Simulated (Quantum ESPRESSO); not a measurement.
# LaMnSi2: parallel and opposed starts, part 2 of 2

Wanted: the moments of LaMnSi2 and the energy of each order that was tried.

Quantum ESPRESSO 7.5; PBEsol; plane waves with GBRV 1.5 PBEsol potentials, no spin-orbit coupling.

So far, absolute magnetization (μB): step 2 (start 1: ferro ++) 4.05.

## 3. Run 2, typed as antiferro +−

pw.in reads:

```
&CONTROL
  calculation = 'scf'
  prefix = 'pwscf'
  outdir = './tmp'
  pseudo_dir = './pseudo'
  disk_io = 'nowf'
/
&SYSTEM
  ibrav = 0
  celldm(1) = 8
  nat = 8
  ntyp = 4
  ecutwfc = 40
  ecutrho = 280
  nbnd = 46
  occupations = 'smearing'
  smearing = 'fd'
  degauss = 0.00734986
  nspin = 2
  starting_magnetization(1) = 0
  starting_magnetization(2) = 0.2333
  starting_magnetization(3) = -0.2333
  starting_magnetization(4) = 0
/
&ELECTRONS
  conv_thr = 1.6d-08
  electron_maxstep = 150
  mixing_beta = 0.3
/
ATOMIC_SPECIES
La    138.9055 la_pbesol_v1.uspp.F.UPF
Mn1    54.9380 mn_pbesol_v1.5.uspp.F.UPF
Mn2    54.9380 mn_pbesol_v1.5.uspp.F.UPF
Si     28.0850 si_pbesol_v1.uspp.F.UPF
CELL_PARAMETERS alat
   0.4949901367692   -2.0881473677115    0.0000000000000
   0.4949901367692    2.0881473677115    0.0000000000000
   0.0000000000000    0.0000000000000    0.9621068132001
ATOMIC_POSITIONS crystal
La      0.8948000000    0.1052000000    0.2500000000
La      0.1052000000    0.8948000000    0.7500000000
Mn1     0.2522000000    0.7478000000    0.2500000000
Mn2     0.7478000000    0.2522000000    0.7500000000
Si      0.5450000000    0.4550000000    0.2500000000
Si      0.4550000000    0.5450000000    0.7500000000
Si      0.6840000000    0.3160000000    0.2500000000
Si      0.3160000000    0.6840000000    0.7500000000
K_POINTS automatic
8 8 8 0 0 0
```

The run is started by

```sh
> OMP_NUM_THREADS=1 mpirun -n 4 pw.x -nk 4 -in pw.in > pw.out
```

The log of the run:

```text
[banner, memory and clock lines left out]
Program PWSCF v.7.5 starts

     Message from routine setup:
     using ibrav=0 with symmetry is DISCOURAGED, use correct ibrav instead

     bravais-lattice index     =            0
     lattice parameter (alat)  =       8.0000  a.u.
     unit-cell volume          =    1018.3122 (a.u.)^3
     number of atoms/cell      =            8
     number of atomic types    =            4
     number of electrons       =        68.00
     number of Kohn-Sham states=           46
     kinetic-energy cutoff     =      40.0000  Ry
     charge density cutoff     =     280.0000  Ry
     scf convergence threshold =      1.6E-08
     mixing beta               =       0.3000
     number of iterations used =            8  plain     mixing
     Exchange-correlation= SLA  PW   PSX  PSC
                           (   1   4  10   8   0   0   0)

     celldm(1)=   8.000000  celldm(2)=   0.000000  celldm(3)=   0.000000
     celldm(4)=   0.000000  celldm(5)=   0.000000  celldm(6)=   0.000000

     crystal axes: (cart. coord. in units of alat)
               a(1) = (   0.494990  -2.088147   0.000000 )
               a(2) = (   0.494990   2.088147   0.000000 )
               a(3) = (   0.000000   0.000000   0.962107 )

     reciprocal axes: (cart. coord. in units 2 pi/alat)
               b(1) = (  1.010121 -0.239447  0.000000 )
               b(2) = (  1.010121  0.239447 -0.000000 )
               b(3) = ( -0.000000  0.000000  1.039386 )

     PseudoPot. # 1 for La read from file:
     la_pbesol_v1.uspp.F.UPF
     Pseudo is Ultrasoft + core correction, Zval = 11.0

     PseudoPot. # 2 for Mn read from file:
     mn_pbesol_v1.5.uspp.F.UPF
     Pseudo is Ultrasoft + core correction, Zval = 15.0

     PseudoPot. # 3 for Mn read from file:
     mn_pbesol_v1.5.uspp.F.UPF
     Pseudo is Ultrasoft + core correction, Zval = 15.0

     PseudoPot. # 4 for Si read from file:
     si_pbesol_v1.uspp.F.UPF
     Pseudo is Ultrasoft + core correction, Zval =  4.0

     atomic species   valence    mass     pseudopotential
     La               11.00   138.90550     La( 1.00)
     Mn1              15.00    54.93800     Mn( 1.00)
     Mn2              15.00    54.93800     Mn( 1.00)
     Si                4.00    28.08500     Si( 1.00)

     Starting magnetic structure
     atomic species   magnetization
     La              0.000
     Mn1             0.233
     Mn2            -0.233
     Si              0.000

      4 Sym. Ops. (no inversion) found ( 2 have fractional translation)

   Cartesian axes

     site n.     atom                  positions (alat units)
         1        La     tau(   1) = (   0.4949901  -1.6488012   0.2405267  )
         2        La     tau(   2) = (   0.4949901   1.6488012   0.7215801  )
         3        Mn1    tau(   3) = (   0.4949901   1.0348858   0.2405267  )
         4        Mn2    tau(   4) = (   0.4949901  -1.0348858   0.7215801  )
         5        Si     tau(   5) = (   0.4949901  -0.1879333   0.2405267  )
         6        Si     tau(   6) = (   0.4949901   0.1879333   0.7215801  )
         7        Si     tau(   7) = (   0.4949901  -0.7684382   0.2405267  )
         8        Si     tau(   8) = (   0.4949901   0.7684382   0.7215801  )

     number of k points=   105  Fermi-Dirac smearing, width (Ry)=  0.0073

     Number of k-points >= 100: set verbosity='high' to print them.

     Dense  grid:    80557 G-vectors     FFT dimensions: (  96,  96,  48)

     Smooth grid:    34779 G-vectors     FFT dimensions: (  72,  72,  32)

     Check: negative core charge=   -0.000017
     Generating pointlists ...
     new r_m :   0.3030 (alat units)  2.4242 (a.u.) for type    1
     new r_m :   0.2268 (alat units)  1.8147 (a.u.) for type    2
     new r_m :   0.2268 (alat units)  1.8147 (a.u.) for type    3
     new r_m :   0.2268 (alat units)  1.8147 (a.u.) for type    4

     Initial potential from superposition of free atoms

     starting charge      66.9385, renormalised to      68.0000

     negative rho (up, down):  7.690E-02 7.690E-02
     Starting wfcs are   82 randomized atomic wfcs

     Self-consistent Calculation

     iteration #  1     ecut=    40.00 Ry     beta= 0.30
     Davidson diagonalization with overlap
     ethr =  1.00E-02,  avg # of iterations =  2.0

     negative rho (up, down):  7.167E-02 7.168E-02

     total energy              =    -664.33470787 Ry
     estimated scf accuracy    <       2.56425009 Ry

     total magnetization       =     0.00 Bohr mag/cell
     absolute magnetization    =     5.27 Bohr mag/cell

     iteration #  2     ecut=    40.00 Ry     beta= 0.30
     Davidson diagonalization with overlap
     ethr =  3.77E-03,  avg # of iterations =  4.5

     negative rho (up, down):  6.535E-02 6.536E-02

     total energy              =    -663.65472096 Ry
     estimated scf accuracy    <      19.62205211 Ry

     total magnetization       =     0.01 Bohr mag/cell
     absolute magnetization    =     4.51 Bohr mag/cell

     [... further iterations left out ...]

     iteration # 21     ecut=    40.00 Ry     beta= 0.30
     Davidson diagonalization with overlap
     ethr =  4.24E-11,  avg # of iterations =  4.8

     negative rho (up, down):  5.555E-02 5.554E-02

     total energy              =    -665.12105516 Ry
     estimated scf accuracy    <       0.00000002 Ry

     total magnetization       =     0.00 Bohr mag/cell
     absolute magnetization    =     5.08 Bohr mag/cell

     iteration # 22     ecut=    40.00 Ry     beta= 0.30
     Davidson diagonalization with overlap
     ethr =  3.02E-11,  avg # of iterations =  2.1

     negative rho (up, down):  5.555E-02 5.555E-02

     Magnetic moment per site  (integrated on atomic sphere of radius R)
     atom   1 (R=0.303)  charge=  8.3219  magn= -0.0003
     atom   2 (R=0.303)  charge=  8.3219  magn=  0.0003
     atom   3 (R=0.227)  charge= 12.9617  magn=  2.0834
     atom   4 (R=0.227)  charge= 12.9616  magn= -2.0831
     atom   5 (R=0.227)  charge=  1.6960  magn=  0.0022
     atom   6 (R=0.227)  charge=  1.6960  magn= -0.0022
     atom   7 (R=0.227)  charge=  1.8129  magn=  0.0041
     atom   8 (R=0.227)  charge=  1.8129  magn= -0.0041

     End of self-consistent calculation

     Number of k-points >= 100: set verbosity='high' to print the bands.

     the Fermi energy is    11.9560 ev

!    total energy              =    -665.12105516 Ry
     estimated scf accuracy    <          4.0E-09 Ry
     smearing contrib. (-TS)   =      -0.01589588 Ry
     internal energy E=F+TS    =    -665.10515929 Ry

     The total energy is F=E-TS. E is the sum of the following terms:
     one-electron contribution =    -423.13155773 Ry
     hartree contribution      =     242.90785640 Ry
     xc contribution           =    -167.75231840 Ry
     ewald contribution        =    -317.12913956 Ry

     total magnetization       =     0.00 Bohr mag/cell
     absolute magnetization    =     5.08 Bohr mag/cell

     convergence has been achieved in  22 iterations
```

It took 13 min on 4 MPI ranks of Arm Neoverse V2, shared host; peak memory 1.9 GiB; 53 min of CPU time.

Spin moment in the atom's sphere by atom:

| atom | spin moment in the atom's sphere (μB) |
| --- | --- |
| La1 | 0.00 |
| La2 | 0.00 |
| Mn3 | 2.08 |
| Mn4 | -2.08 |
| Si5 | 0.00 |
| Si6 | 0.00 |
| Si7 | 0.00 |
| Si8 | 0.00 |

This step gave:

```
smearing term TS       : 0.2163 eV
magnetization          : 0 μB
absolute magnetization : 5.078 μB
final state            : antiferromagnetic
```

## 4. Ranking

An order is kept where moments of 0.15 μB or more survive with the typed signs; meshes match where a doubled cell samples the same k points as the first cell.

Orders:

| start | final state | typed order kept | energy over the lowest (meV a seeded atom) | largest site moment (μB) | net moment (μB a cell of the first run) | mesh matched | CPU time (s) |
| --- | --- | --- | --- | --- | --- | --- | --- |
| ferro ++ | ferromagnetic | yes | 0 | 1.697 | 3.387 | yes | 2992 |
| antiferro +- | antiferromagnetic | yes | 74.4 | 2.083 | 0 | yes | 3176 |

## 5. Outcome

| Quantity | Value |
| --- | --- |
| lowest state found | ferromagnetic (from ferro ++) |
| largest site moment | 1.70 μB |
| next state with moments | antiferromagnetic, 74.4 meV a seeded atom higher |

The smearing terms TS of the orders run from 72 to 108 meV a seeded atom, so the differences would change at a smaller width: an order with a larger TS is lowered more by the smearing. Only these 2 starts were compared; other wavevectors, canted and longer-period orders were not. Energies are free energies at an electronic temperature of 1160 K, which lowers moments and differences where the moments are itinerant.

[Logs and program files are shortened in this print: banners, set-up blocks, solver, clock and traceback lines can be left out without a mark of their own.]

[Logs are printed without paths, hosts, clocks, repeated set-up lines and the standing remarks that a program may print on its own settings, such as how far it seeks lower states.]

[Hosts, paths, dates, database ids (printed as entryN), source tags and the programs' standing remarks are cut or masked in the printed files.]

[Where a cell is said to come from a database of computed structures, the database is the Materials Project.]
